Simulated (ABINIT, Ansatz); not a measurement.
# How the form of the self-energy moves the gap of CaC2 (Immm)

Aim: compare treatments of exchange, screening and correlation for the gap of CaC2 (Immm).

Main program and level: ABINIT 10.8.3; PBEsol and many-body steps on it, plane waves.

## Step 1: Starting point

The structure is orthorhombic, space group Immm (No. 71). Conventional cell: a = 3.790 Å, b = 4.887 Å, c = 5.360 Å, α = 90.00°, β = 90.00°, γ = 90.00°. Nearest to Ca lie 8 C at 2.62 to 2.75 Å. Nearest to C lie 1 C at 1.26 Å and 4 Ca at 2.62 to 2.75 Å. Farther neighbours are not listed.

The cell and positions are those that the Materials Project relaxed with its own functionals (PBE, PBE+U or r2SCAN), kept fixed.

## Step 2: Empty states on the mesh, 4×4×4 mesh, 97 bands

This step: ABINIT 10.8.3; DFT, PBEsol, plane waves, norm-conserving pseudopotentials.

The sums over transitions need many empty states on a uniform mesh; this step solves for them.

run.abi

```
acell 3*1.0 Angstrom
rprim 
  -1.894876555000 2.443261230000 2.680131180000
  1.894876555000 -2.443261230000 2.680131180000
  1.894876555000 2.443261230000 -2.680131180000
ntypat 2
znucl 20 6
natom 3
typat 1 2 2
xred 
  0.000000000000 0.000000000000 0.000000000000
  0.371239070000 0.500000000000 0.871239070000
  0.628760930000 0.500000000000 0.128760930000
pp_dirpath "pseudos"
pseudos "Ca.upf, C.upf"
ecut 37
ngkpt 4 4 4
nshiftk 1
shiftk 0 0 0
kptopt 1
chksymbreak 0
iscf -2
irdden 1
istwfk *1
nband 97
nbdbuf 8
tolwfr 1e-09
nstep 60
prtvol 0
indata_prefix "in"
outdata_prefix "out"
tmpdata_prefix "tmp"
```

The run is started by

```
$ OMP_NUM_THREADS=1 mpirun -n 4 abinit run.abi > log
```

Numbers of over 12 decimals in the logs are rounded to 6 here.

Output:

```text
.Version 10.8.3 of ABINIT. v10.8.2 released Aug 2026.

 Symmetries : space group Im m m (# 71); Bravais oI (body-center ortho.)
[... echo of the input left out ...]
== DATASET  1 ==================================================================
-   mpi_nproc: 4, omp_nthreads: 1 (-1 if OMP is not activated)

--- !DatasetInfo
iteration_state: {dtset: 1, }
dimensions: {natom: 3, nkpt: 18, mband: 97, nsppol: 1, nspinor: 1, nspden: 1, mpw: 3625, }
cutoff_energies: {ecut:  37.0, pawecutdg:  -1.0, }
[...]
2.58818    2.62085    2.62854    2.65537    2.65583    2.71556    2.74883    2.77121
   2.83865    2.84762    2.87535    2.88689    2.92235    2.92875    2.95755    2.98851
   3.01067
 prteigrs : prtvol=0 or 1, do not print more k-points.

== END DATASET(S) ==============================================================
================================================================================

 -outvars: echo values of variables after computation  --------
            nband          97
             nkpt          18
          spgroup          71
 [... the other variables as echoed above ...]

 Calculation completed.
```

Elapsed: 49 s, on 4 MPI ranks of Arm Neoverse V1, shared host; peak memory 0.36 GiB; 3.2 min of CPU time.

This step gave:

* gap: 2.291 eV
* k of the valence top: 0.25, -0.25, 0.25
* k of the conduction bottom: 0, 0, 0
* least direct gap: 2.601 eV
* k points computed: 18
* lowest point of the top converged band, above the valence top: 68.2233 eV

On this mesh the gap is 2.291 eV.

The density comes from a self-consistent run that is not shown.

## Step 3: Screening, 4×4×4 mesh, 41 bands, screening to 114.3 eV

The RPA dielectric matrix is built and inverted for each q.

This step: RPA screening on PBEsol, plane waves, norm-conserving pseudopotentials.

Edit run.abi of step 2 so:

```diff
@@ -21,10 +21,11 @@
 chksymbreak 0
-iscf -2
-irdden 1
 istwfk *1
-nband 97
-nbdbuf 8
-tolwfr 1e-09
-nstep 60
-prtvol 0
+occopt 1
+irdwfk 1
+optdriver 3
+nband 41
+ecuteps 4.2
+inclvkb 2
+awtr 1
+symchi 1
 indata_prefix "in"
```

Output:

```text
.Version 10.8.3 of ABINIT. v10.8.2 released Aug 2026.

 Symmetries : space group Im m m (# 71); Bravais oI (body-center ortho.)
[... echo of the input left out ...]
== DATASET  1 ==================================================================
-   mpi_nproc: 4, omp_nthreads: 1 (-1 if OMP is not activated)

--- !DatasetInfo
iteration_state: {dtset: 1, }
dimensions: {natom: 3, nkpt: 18, mband: 41, nsppol: 1, nspinor: 1, nspden: 1, mpw: 3625, }
cutoff_energies: {ecut:  37.0, pawecutdg:  -1.0, }
electrons: {nelect:   1.80000000E+01, charge:   0.00000000E+00, occopt:   1.00000000E+00, tsmear:   1.00000000E-02, }

 SCREENING: Calculation of the susceptibility and dielectric matrices

 Based on a program developped by R.W. Godby, V. Olevano, G. Onida, and L. Reining.
 Incorporated in ABINIT by V. Olevano, G.-M. Rignanese, and M. Torrent.
.Using double precision arithmetic ; gwpc =  8

[... cell and pseudopotentials left out ...]
--------------------------------------------------------------------------------

 ==== K-mesh for the wavefunctions ====
 Number of points in the irreducible wedge :    18
[... list of points left out ...]
 Together with  8 symmetry operations and time-reversal symmetry
 yields    64 points in the full Brillouin Zone.

 ==== Q-mesh for the screening function ====
 Number of points in the irreducible wedge :    18
[... list of points left out ...]
 Together with  8 symmetry operations and time-reversal symmetry
 yields    64 points in the full Brillouin Zone.

 setmesh: FFT mesh size selected  =    45x   45x   45
          total number of points  =        91125

 vcoul_init : cutoff-mode = AUXILIARY_FUNCTION
 q-points for optical limit:   1
     1)      0.000010    0.000020    0.000030

- screening: taking advantage of time-reversal symmetry
- Maximum band index for partially occupied states nbvw = 9
- Remaining bands to be divided among processors   nbcw = 32
- Number of bands treated by each node ~8

 Number of electrons calculated from density =   18.0000; Expected =   18.0000
 average of density, n =  0.053741
 r_s =    1.6439
 omega_plasma =   22.3620 [eV]

 calculating chi0 at frequencies [eV] :
  1    0.000000E+00    0.000000E+00
  2    0.000000E+00    2.236197E+01

--------------------------------------------------------------------------------
  q-point number  1        q = ( 0.000000, 0.000000, 0.000000) [r.l.u.]
--------------------------------------------------------------------------------
[... chi0 elements left out ...]
 For q-point:  0.000010 0.000020 0.000030
  dielectric constant =   3.6183
  dielectric constant without local fields =   4.3421

  Average fulfillment of the sum rule on Im[epsilon] for q-point    1 :     48.06  [%]
[... wings left out ...]
  q-point number  2        q = ( 0.250000, 0.000000, 0.000000) [r.l.u.]
--------------------------------------------------------------------------------
[... chi0 elements left out ...]
  Average fulfillment of the sum rule on Im[epsilon] for q-point    2 :     68.01  [%]

 [... 16 further q-points ...]
```

Elapsed: 86 s, on 4 MPI ranks; peak memory 2.1 GiB.

Numbers from this step:

* ε∞ with local fields, on this mesh, along the program's q direction: 3.618
* the same without local fields: 4.342
* plasma frequency: 22.36 eV
* plane waves in the screening matrix: 139

Local fields lower ε∞ by 17 %. On a Γ-centred mesh this coarse the value itself is usually too large, while a short band sum pulls it down.

## Step 4: G0W0, Godby-Needs plasmon pole

The self-energy is evaluated for the states that the input lists, and the levels follow from it, in one-shot runs by the linearised quasiparticle equation.

This step: G0W0 on PBEsol, plane waves, norm-conserving pseudopotentials.

Edit run.abi of step 3 so:

```diff
@@ -24,8 +24,17 @@
 irdwfk 1
-optdriver 3
+optdriver 4
 nband 41
+gwcalctyp 0
+ecutsigx 37
+symsigma 1
+nkptgw 2
+kptgw 
+  0.2500000000 -0.2500000000 0.2500000000
+  0.0000000000 0.0000000000 0.0000000000
+bdgw 
+  8 11
+  8 11
 ecuteps 4.2
-inclvkb 2
-awtr 1
-symchi 1
+irdscr 1
+ppmodel 1
 indata_prefix "in"
```

Output:

```text
.Version 10.8.3 of ABINIT. v10.8.2 released Aug 2026.

 Symmetries : space group Im m m (# 71); Bravais oI (body-center ortho.)
[... echo of the input left out ...]
== DATASET  1 ==================================================================
-   mpi_nproc: 4, omp_nthreads: 1 (-1 if OMP is not activated)

--- !DatasetInfo
iteration_state: {dtset: 1, }
dimensions: {natom: 3, nkpt: 18, mband: 41, nsppol: 1, nspinor: 1, nspden: 1, mpw: 3625, }
cutoff_energies: {ecut:  37.0, pawecutdg:  -1.0, }
electrons: {nelect:   1.80000000E+01, charge:   0.00000000E+00, occopt:   1.00000000E+00, tsmear:   1.00000000E-02, }

 SIGMA: Calculation of the GW corrections

 Based on a program developped by R.W. Godby, V. Olevano, G. Onida, and L. Reining.
 Incorporated in ABINIT by V. Olevano, G.-M. Rignanese, and M. Torrent.
.Using double precision arithmetic ; gwpc =  8

[... cell and pseudopotentials left out ...]
--------------------------------------------------------------------------------

 ==== K-mesh for the wavefunctions ====
 Number of points in the irreducible wedge :    18
[... list of points left out ...]
 Together with  8 symmetry operations and time-reversal symmetry
 yields    64 points in the full Brillouin Zone.

 ==== Q-mesh for screening function ====
 Number of points in the irreducible wedge :    18
[... list of points left out ...]
 Together with  8 symmetry operations and time-reversal symmetry
 yields    64 points in the full Brillouin Zone.

 vcoul_init : cutoff-mode = AUXILIARY_FUNCTION
 q-points for optical limit:   1
     1)      0.000010    0.000020    0.000030
 setmesh: FFT mesh size selected  =    72x   72x   72
          total number of points  =       373248

 Number of electrons calculated from density =   18.0000; Expected =   18.0000
 average of density, n =  0.053741
 r_s =    1.6439
 omega_plasma =   22.3620 [eV]

 === KS Band Gaps ===
  >>>> For spin  1
   Minimum direct gap =   2.6016 [eV], located at k-point      :   0.0000  0.0000  0.0000
   Fundamental gap    =   2.2910 [eV], Top of valence bands at :   0.2500 -0.2500  0.2500
                                       Bottom of conduction at :   0.0000  0.0000  0.0000
 SIGMA fundamental parameters:
 PLASMON POLE MODEL  1
 number of plane-waves for SigmaX                 3625
 number of plane-waves for SigmaC and W            139
 number of plane-waves for wavefunctions          3625
 number of bands                                    41
 number of independent spin polarizations            1
 number of spinorial components                      1
 number of k-points in IBZ                          18
 number of q-points in IBZ                          18
 number of symmetry operations                       8
 number of k-points in BZ                           64
 number of q-points in BZ                           64
 number of frequencies for dSigma/dE                 9
 frequency step for dSigma/dE [eV]                0.25
 number of omega for Sigma on real axis              0
 max omega for Sigma on real axis  [eV]           0.00
 zcut for avoiding poles [eV]                     0.10

 EPSILON^-1 parameters (SCR file):
 dimension of the eps^-1 matrix on file            139
 dimension of the eps^-1 matrix used               139
 number of plane-waves for wavefunctions          3625
 number of bands                                    41
 number of q-points in IBZ                          18
 number of frequencies                               2
 number of real frequencies                          1
 number of imag frequencies                          1

 matrix elements of self-energy operator (all in [eV])

 Perturbative Calculation

--- !SelfEnergy_ee
iteration_state: {dtset: 1, }
kpoint     : [   0.250,   -0.250,    0.250, ]
spin       : 1
KS_gap     :    4.080
QP_gap     :    6.353
Delta_QP_KS:    2.272
data: !SigmaeeData |
     Band     E0 <VxcDFT>   SigX SigC(E0)      Z dSigC/dE  Sig(E)    E-E0       E
        8   1.521 -13.476 -16.450   2.256   0.785  -0.275 -14.039  -0.564   0.957
        9   2.476 -14.677 -18.791   3.478   0.780  -0.283 -15.173  -0.496   1.980
       10   6.557 -12.439  -7.022  -3.223   0.809  -0.235 -10.663   1.776   8.333
       11   7.757 -12.430  -6.023  -3.859   0.820  -0.219 -10.340   2.090   9.847

--- !SelfEnergy_ee
iteration_state: {dtset: 1, }
kpoint     : [   0.000,    0.000,    0.000, ]
spin       : 1
KS_gap     :    2.602
QP_gap     :    4.774
Delta_QP_KS:    2.172
data: !SigmaeeData |
     Band     E0 <VxcDFT>   SigX SigC(E0)      Z dSigC/dE  Sig(E)    E-E0       E
        8   1.909 -13.995 -16.826   2.134   0.788  -0.269 -14.545  -0.550   1.359
        9   2.166 -13.899 -16.676   2.104   0.787  -0.271 -14.428  -0.529   1.637
       10   4.767 -11.381  -6.486  -2.888   0.819  -0.222  -9.738   1.643   6.410
       11   6.030 -13.053  -7.651  -2.948   0.813  -0.230 -11.057   1.996   8.026

== END DATASET(S) ==============================================================
================================================================================

 -outvars: echo values of variables after computation  --------
           etotal      0.0000000000E+00
            nband          41
             nkpt          18
          spgroup          71
 [... the other variables as echoed above ...]

 Calculation completed.
```

Run time: 13 s. Hardware: 4 MPI ranks; peak memory 1.9 GiB; 50 s of CPU time.

Numbers from this step:

```yaml
g0w0_gap_on_the_points_computed: 4.43 eV
starting_gap_on_the_mesh: 2.291 eV
k_of_the_valence_top: 0.25, -0.25, 0.25
k_of_the_conduction_bottom: 0, 0, 0
z_at_the_valence_top: 0.78
z_at_the_conduction_bottom: 0.819
least_direct_g0w0_gap_on_the_computed_points: 4.773 eV
```

The gap on the mesh goes from 2.29 eV to 4.43 eV, a correction of +2.14 eV.

## Step 5: G0W0, Hybertsen-Louie plasmon pole

Edit run.abi of step 4 so:

```diff
@@ -38,3 +38,3 @@
 irdscr 1
-ppmodel 1
+ppmodel 2
 indata_prefix "in"
```

Output:

```text
.Version 10.8.3 of ABINIT. v10.8.2 released Aug 2026.

 Symmetries : space group Im m m (# 71); Bravais oI (body-center ortho.)
[... echo of the input left out ...]
== DATASET  1 ==================================================================
-   mpi_nproc: 4, omp_nthreads: 1 (-1 if OMP is not activated)

--- !DatasetInfo
iteration_state: {dtset: 1, }
dimensions: {natom: 3, nkpt: 18, mband: 41, nsppol: 1, nspinor: 1, nspden: 1, mpw: 3625, }
cutoff_energies: {ecut:  37.0, pawecutdg:  -1.0, }
electrons: {nelect:   1.80000000E+01, charge:   0.00000000E+00, occopt:   1.00000000E+00, tsmear:   1.00000000E-02, }

 SIGMA: Calculation of the GW corrections

 Based on a program developped by R.W. Godby, V. Olevano, G. Onida, and L. Reining.
 Incorporated in ABINIT by V. Olevano, G.-M. Rignanese, and M. Torrent.
.Using double precision arithmetic ; gwpc =  8

[... cell and pseudopotentials left out ...]
--------------------------------------------------------------------------------

 ==== K-mesh for the wavefunctions ====
 Number of points in the irreducible wedge :    18
[... list of points left out ...]
 Together with  8 symmetry operations and time-reversal symmetry
 yields    64 points in the full Brillouin Zone.

 ==== Q-mesh for screening function ====
 Number of points in the irreducible wedge :    18
[... list of points left out ...]
 Together with  8 symmetry operations and time-reversal symmetry
 yields    64 points in the full Brillouin Zone.

 vcoul_init : cutoff-mode = AUXILIARY_FUNCTION
 q-points for optical limit:   1
     1)      0.000010    0.000020    0.000030
 setmesh: FFT mesh size selected  =    72x   72x   72
          total number of points  =       373248

 Number of electrons calculated from density =   18.0000; Expected =   18.0000
[...]
number of omega for Sigma on real axis              0
 max omega for Sigma on real axis  [eV]           0.00
 zcut for avoiding poles [eV]                     0.10

 EPSILON^-1 parameters (SCR file):
 dimension of the eps^-1 matrix on file            139
 dimension of the eps^-1 matrix used               139
 number of plane-waves for wavefunctions          3625
 number of bands                                    41
 number of q-points in IBZ                          18
 number of frequencies                               2
 number of real frequencies                          1
 number of imag frequencies                          1

 matrix elements of self-energy operator (all in [eV])

 Perturbative Calculation

--- !SelfEnergy_ee
iteration_state: {dtset: 1, }
kpoint     : [   0.250,   -0.250,    0.250, ]
spin       : 1
KS_gap     :    4.080
QP_gap     :    6.612
Delta_QP_KS:    2.531
data: !SigmaeeData |
     Band     E0 <VxcDFT>   SigX SigC(E0)      Z dSigC/dE  Sig(E)    E-E0       E
        8   1.521 -13.476 -16.450   2.130   0.844  -0.185 -14.189  -0.713   0.808
        9   2.476 -14.677 -18.791   3.164   0.844  -0.185 -15.479  -0.802   1.674
       10   6.557 -12.439  -7.022  -3.401   0.858  -0.166 -10.710   1.730   8.286
[...]
--- !SelfEnergy_ee
iteration_state: {dtset: 1, }
kpoint     : [   0.000,    0.000,    0.000, ]
spin       : 1
KS_gap     :    2.602
QP_gap     :    4.711
Delta_QP_KS:    2.109
data: !SigmaeeData |
     Band     E0 <VxcDFT>   SigX SigC(E0)      Z dSigC/dE  Sig(E)    E-E0       E
[...]
10   4.767 -11.381  -6.486  -3.179   0.862  -0.161  -9.902   1.479   6.246
       11   6.030 -13.053  -7.651  -3.230   0.857  -0.167 -11.192   1.861   7.891

== END DATASET(S) ==============================================================
================================================================================

 -outvars: echo values of variables after computation  --------
           etotal      0.0000000000E+00
            nband          41
             nkpt          18
          spgroup          71
 [... the other variables as echoed above ...]

 Calculation completed.
```

It took 13 s on 4 MPI ranks; peak memory 1.9 GiB; 52 s of CPU time.

Numbers from this step:

| Item | Value |
| --- | --- |
| G0W0 gap on the points computed | 4.572 eV |
| starting gap on the mesh | 2.291 eV |
| k of the valence top | 0.25, -0.25, 0.25 |
| k of the conduction bottom | 0, 0, 0 |
| Z at the valence top | 0.844 |
| Z at the conduction bottom | 0.862 |
| least direct G0W0 gap on the computed points | 4.711 eV |

Against G0W0 in ABINIT (4×4×4 mesh, 41 bands, screening to 114.3 eV, Godby-Needs plasmon pole), the gap moves by +0.142 eV.

## Step 6: G0W0, von der Linden-Horsch plasmon pole

Edit run.abi of step 5 so:

```diff
@@ -38,3 +38,3 @@
 irdscr 1
-ppmodel 2
+ppmodel 3
 indata_prefix "in"
```

Output:

```text
.Version 10.8.3 of ABINIT. v10.8.2 released Aug 2026.

 Symmetries : space group Im m m (# 71); Bravais oI (body-center ortho.)
[... echo of the input left out ...]
== DATASET  1 ==================================================================
-   mpi_nproc: 4, omp_nthreads: 1 (-1 if OMP is not activated)

--- !DatasetInfo
iteration_state: {dtset: 1, }
dimensions: {natom: 3, nkpt: 18, mband: 41, nsppol: 1, nspinor: 1, nspden: 1, mpw: 3625, }
cutoff_energies: {ecut:  37.0, pawecutdg:  -1.0, }
[...]
Band     E0 <VxcDFT>   SigX SigC(E0)      Z dSigC/dE  Sig(E)    E-E0       E
[...]
10   4.767 -11.381  -6.486  -3.120   0.877  -0.140  -9.824   1.557   6.325
       11   6.030 -13.053  -7.651  -3.101   0.872  -0.147 -11.046   2.007   8.037

== END DATASET(S) ==============================================================
================================================================================

 -outvars: echo values of variables after computation  --------
           etotal      0.0000000000E+00
            nband          41
             nkpt          18
          spgroup          71
 [... the other variables as echoed above ...]

 Calculation completed.
```

Run time: 11 s. Hardware: 4 MPI ranks; peak memory 1.9 GiB.

Numbers from this step:

- G0W0 gap on the points computed: 4.548 eV
- starting gap on the mesh: 2.291 eV
- k of the valence top: 0.25, -0.25, 0.25
- k of the conduction bottom: 0, 0, 0
- least direct G0W0 gap on the computed points: 4.941 eV

Against G0W0 in ABINIT (4×4×4 mesh, 41 bands, screening to 114.3 eV, Godby-Needs plasmon pole), the gap moves by +0.118 eV.

(Continued in part 2 of 2.)

[Paths, hosts, dates, memory and timing lines, banners, echoed tables and standing remarks are left out of the program output.]

[Logs are printed without paths, hosts, clocks, repeated set-up lines and the standing remarks that a program may print on its own settings, such as how far it seeks lower states.]

[Runs of the session that timed out or met a known fault of the program may be left out.]

[Hosts, paths, dates, database ids (printed as entryN), source tags and the programs' standing remarks are cut or masked in the printed files.]

[G0W0 gaps are taken among the corrected bands and points alone; a level outside them can change the order at an edge.]

[Where Ansatz stands beside ABINIT at settings called matched, ABINIT's density can come from a denser mesh and the files from another edition; pairs whose starting gaps differed by over 0.03 eV were left out, so agreement reads better than it is.]
